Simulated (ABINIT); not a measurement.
An input for ABINIT 10.8.3 (AlGaN2 (P3m1)):

```
acell 3*1.0 Angstrom
rprim 
  3.145282644058 -0.000000000015 0.000000000000
  -1.572641322016 2.723894671844 0.000000000000
  0.000000000000 0.000000000000 5.096893730000
ntypat 3
znucl 13 31 7
natom 4
typat 1 2 3 3
xred 
  0.000000000000 0.000000000000 0.999263770000
  0.666666666667 0.333333333333 0.497174210000
  0.666666666667 0.333333333333 0.111803640000
  0.000000000000 0.000000000000 0.628158390000
pp_dirpath "pseudos"
pseudos "Al.upf, Ga.upf, N.upf"
ecut 45
ngkpt 6 6 4
nshiftk 1
shiftk 0 0 0
kptopt 1
chksymbreak 0
nband 19
occopt 1
tolvrs 1e-10
nstep 60
prtwf 0
optforces 0
optstress 0
indata_prefix "in"
outdata_prefix "out"
tmpdata_prefix "tmp"
```

```sh
OMP_NUM_THREADS=1 mpirun -n 4 abinit run.abi > log
```

**Question.** How long will it take on 4 MPI ranks of Arm Neoverse V2, shared host, and how much memory?

It took 21 s; on shared hardware allow 10 s to 41 s. Peak host memory was 0.33 GiB.

[Long decimals in the printed logs are rounded to 6 places.]

[Logs are printed without paths, hosts, clocks, repeated set-up lines and the standing remarks that a program may print on its own settings, such as how far it seeks lower states.]

[Paths, hosts, dates, memory and timing lines, banners, echoed tables and standing remarks are left out of the program output; an Ansatz launch command may be rebuilt from the run's recorded settings. Measured values are a selection of at most five: reports struck by readers or far from the other reports are left out. None is set beside runs whose start may be inverted or whose files or cutoffs have a known fault.]

[Runs of the session that timed out or met a known fault of the program may be left out.]

[Hosts, paths, dates, database ids (printed as entryN), source tags and the programs' standing remarks are cut or masked in the printed files.]

[G0W0 gaps are taken among the corrected bands and points alone; a level outside them can change the order at an edge.]

[Where Ansatz stands beside ABINIT at settings called matched, ABINIT's density can come from a denser mesh and the files from another edition; pairs whose starting gaps differed by over 0.03 eV were left out, so agreement reads better than it is.]
